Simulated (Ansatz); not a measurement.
## Starting-point dependence of the GW gap of SiO2 (P3_221)

How much of the starting functional survives in the G0W0 gap of SiO2 (P3_221)?

Program: Ansatz 0.2.0. Level of theory: G0W0 on several functionals, plane waves, PAW. Results are calculated unless marked as measured.

Report form: the programs' logs are mostly left out.

In doubt: masses and optical values from hybrid runs of this build are listed as unsure (steps 3, 4), which bears on the screening that GW takes from such a start.

## Step 1: The starting structure

The structure is trigonal, space group P3_221 (No. 154). Conventional cell: a = 4.916 Å, b = 4.916 Å, c = 5.408 Å, α = 90.00°, β = 90.00°, γ = 120.00°. Nearest to Si lie 4 O at 1.61 Å. O has 2 Si at 1.61 Å nearest. Farther neighbours and most contacts between anions are not listed.

The cell and positions come from the Crystallography Open Database and are kept as given unless a step says otherwise.

## Step 2: G0W0 on PBE

G0W0 replaces the xc potential by the self-energy, built once from these orbitals. Only a window of levels is corrected, while the sums run over the empty bands that the input names. This step takes PAW set soft_1 files.

This step: G0W0 on PBE, plane waves, PAW; PAW set soft_1.

File input.yaml:

```yaml
crystal:
  lattice:
    - [4.91636, 0.0, 0.0]
    - [-2.45818, 4.2576926541, 0.0]
    - [0.0, 0.0, 5.4084]
  atoms:
    - { symbol: Si, position: [0.46973, 0.0, 0.6666666667] }
    - { symbol: Si, position: [0.0, 0.46973, 0.3333333333] }
    - { symbol: Si, position: [0.53027, 0.53027, 0.0] }
    - { symbol: O, position: [0.41354, 0.26758, 0.78558] }
    - { symbol: O, position: [0.73242, 0.14596, 0.4522466667] }
    - { symbol: O, position: [0.85404, 0.58646, 0.1189133333] }
    - { symbol: O, position: [0.26758, 0.41354, 0.21442] }
    - { symbol: O, position: [0.14596, 0.73242, 0.5477533333] }
    - { symbol: O, position: [0.58646, 0.85404, 0.8810866667] }
kpoints:
  mp_grid: { grid: [6, 6, 4] }
hamiltonian:
  xc: pbe
  pseudopotentials: { kind: paw, azcp: { folder: soft_1 } }
scf:
  occupations: { method: fixed }
gw:
  n_empty_bands: 288
  ecut_chi: 108
  qp_bands: [v3, c3]
  qp_kpoints: band_edges
  screening: { model: contour_deformation }
```

Run with:

```
$ ansatz run input.yaml --threads 3 --pin off --max-ram 92160MiB --backend cuda --events-out ev --progress --plain --runs-dir out --devices 1 --max-vram 13GiB
```

Run time: 53 s. Hardware: 1 × NVIDIA H100 80GB HBM3 (shared by 6 runs) with 3 threads of AMD EPYC 7R13 (Zen 3), shared host; peak memory 1.7 GiB; 84 s of CPU time.

Numbers from this step:

| Property | Result |
| --- | --- |
| bands summed | 312 |
| RPA ε∞ on this mesh (eigenvalues) | 2.347, 2.347, 2.376 |
| plane waves in the screening matrix | 303 |
| q-points in the mesh | 144 |
| G0W0 gap on the mesh | 8.806 eV |
| k of the valence top | 0.3333, 0.3333, 0 |
| k of the conduction bottom | 0, 0, 0 |
| starting gap on the mesh | 5.993 eV |
| Z at the valence top | 0.8096 |
| Z at the conduction bottom | 0.8680 |
| least direct G0W0 gap on the computed points | 9.187 eV |

The gap on the mesh goes from 5.99 eV to 8.81 eV, a correction of +2.81 eV. Between the two edge states, bare exchange in place of the xc potential would open the gap by 10.50 eV, and correlation takes back 7.68 eV.

## Step 3: G0W0 on HSE06

The same correction from a different start measures what one shot leaves open.

This step: G0W0 on HSE06, plane waves, PAW; PAW set soft_1.

Changes to input.yaml since step 2:

```diff
@@ -18,3 +18,3 @@
 hamiltonian:
-  xc: pbe
+  xc: hse06
   pseudopotentials: { kind: paw, azcp: { folder: soft_1 } }
```

Wall time 1.7 min (1 × NVIDIA H100 80GB HBM3 (shared by 6 runs) with 3 threads); peak memory 2.4 GiB; 2.2 min of CPU time.

This step gave:

```
bands summed                                 : 312
RPA ε∞ on this mesh (eigenvalues)            : 2.111, 2.111, 2.132
plane waves in the screening matrix          : 303
q-points in the mesh                         : 144
G0W0 gap on the mesh                         : 9.572 eV
k of the valence top                         : 0.3333, 0.3333, 0
k of the conduction bottom                   : 0, 0, 0
starting gap on the mesh                     : 7.826 eV
Z at the valence top                         : 0.8369
Z at the conduction bottom                   : 0.8892
least direct G0W0 gap on the computed points : 9.954 eV
```

Against the run with 6×6×4 mesh, 288 empty bands, screening to 108 eV, PAW set soft_1 files on PBE, the gap moves by +0.77 eV, while the start moved by +1.83 eV.

## Step 4: G0W0 on PBE0

This step: G0W0 on PBE0, plane waves, PAW; PAW set soft_1.

Changes to input.yaml since step 3:

```diff
@@ -18,3 +18,3 @@
 hamiltonian:
-  xc: hse06
+  xc: pbe0
   pseudopotentials: { kind: paw, azcp: { folder: soft_1 } }
```

Wall time 2.8 min (1 × NVIDIA H100 80GB HBM3 (shared by 6 runs) with 3 threads); peak memory 2.4 GiB; 4.3 min of CPU time.

This step gave:

```
bands summed                                 : 312
RPA ε∞ on this mesh (eigenvalues)            : 2.061, 2.061, 2.081
plane waves in the screening matrix          : 303
G0W0 gap on the mesh                         : 9.778 eV
k of the valence top                         : 0.3333, 0.3333, 0
k of the conduction bottom                   : 0, 0, 0
starting gap on the mesh                     : 8.591 eV
least direct G0W0 gap on the computed points : 10.16 eV
```

Against the run with 6×6×4 mesh, 288 empty bands, screening to 108 eV, PAW set soft_1 files on HSE06, the gap moves by +0.21 eV, while the start moved by +0.76 eV.

## Step 5: The starts together

All on the 6×6×4 mesh with 288 empty bands and screening to 108 eV. Times are wall times on 1 × NVIDIA H100 80GB HBM3 (shared by 6 runs) with 3 threads of AMD EPYC 7R13 (Zen 3), shared host, good to a factor of about two.

| start | starting gap (eV) | shift (eV) | G0W0 gap (eV) | RPA ε∞ (harmonic mean) | Z (valence, conduction) | time |
| --- | --- | --- | --- | --- | --- | --- |
| PBE | 5.99 | +2.81 | 8.81 | 2.36 | 0.81, 0.87 | 53 s |
| HSE06 | 7.83 | +1.75 | 9.57 | 2.12 | 0.84, 0.89 | 1.7 min |
| PBE0 | 8.59 | +1.19 | 9.78 | 2.07 | 0.84, 0.89 | 2.8 min |

The parts of the quasiparticle energy at the two band edges (eV; QP = start + Σx + Σc − Vxc):

| run | edge | start | Σx | Σc | Vxc | Z | QP |
| --- | --- | --- | --- | --- | --- | --- | --- |
| PBE | valence top | 2.50 | -26.84 | 4.28 | -20.92 | 0.81 | 0.87 |
| PBE | conduction bottom | 8.50 | -7.84 | -3.40 | -12.42 | 0.87 | 9.67 |
| HSE06 | valence top | 1.17 | -26.85 | 3.78 | -22.26 | 0.84 | 0.35 |
| HSE06 | conduction bottom | 8.99 | -7.20 | -3.16 | -11.29 | 0.89 | 9.93 |
| PBE0 | valence top | 0.76 | -26.86 | 3.66 | -22.67 | 0.84 | 0.23 |
| PBE0 | conduction bottom | 9.35 | -7.19 | -3.07 | -10.92 | 0.89 | 10.01 |

For a hybrid start, Vxc holds its share of exact exchange.

## Step 6: Summary of results

```
G0W0@PBE     : 8.81 eV (start 5.99 eV)
G0W0@HSE06   : 9.57 eV (start 7.83 eV)
G0W0@PBE0    : 9.78 eV (start 8.59 eV)
known limits : not at the basis limit
```

What this shows: The starting gaps span 2.60 eV and the G0W0 gaps 0.97 eV. Between PBE and PBE0, 0.97 eV of the 2.60 eV survives, 37 %. PBE0 screens less than PBE (ε∞ 2.07 against 2.36). Of the 0.97 eV by which its G0W0 gap is higher, the correlation part gives +0.95 eV, and exchange with the one-particle terms, which follow the orbitals, +0.02 eV. The smallest correction, +1.19 eV, is on PBE0, the start nearest to reproducing itself. Bands and cutoff are finite, so the gap is not at the basis limit. The miss can reach some tenths of an eV and take either sign; the mesh is an error of its own.

[Paths, hosts, dates, memory and timing lines, banners, echoed tables and standing remarks are left out of the program output.]

[Logs are printed without paths, hosts, clocks, repeated set-up lines and the standing remarks that a program may print on its own settings, such as how far it seeks lower states.]

[Runs of the session that timed out or met a known fault of the program may be left out.]

[Cells called generated may have been cut or substituted from an entry of the Crystallography Open Database or the Materials Project.]

[Hosts, paths, dates, database ids (printed as entryN), source tags and the programs' standing remarks are cut or masked in the printed files.]
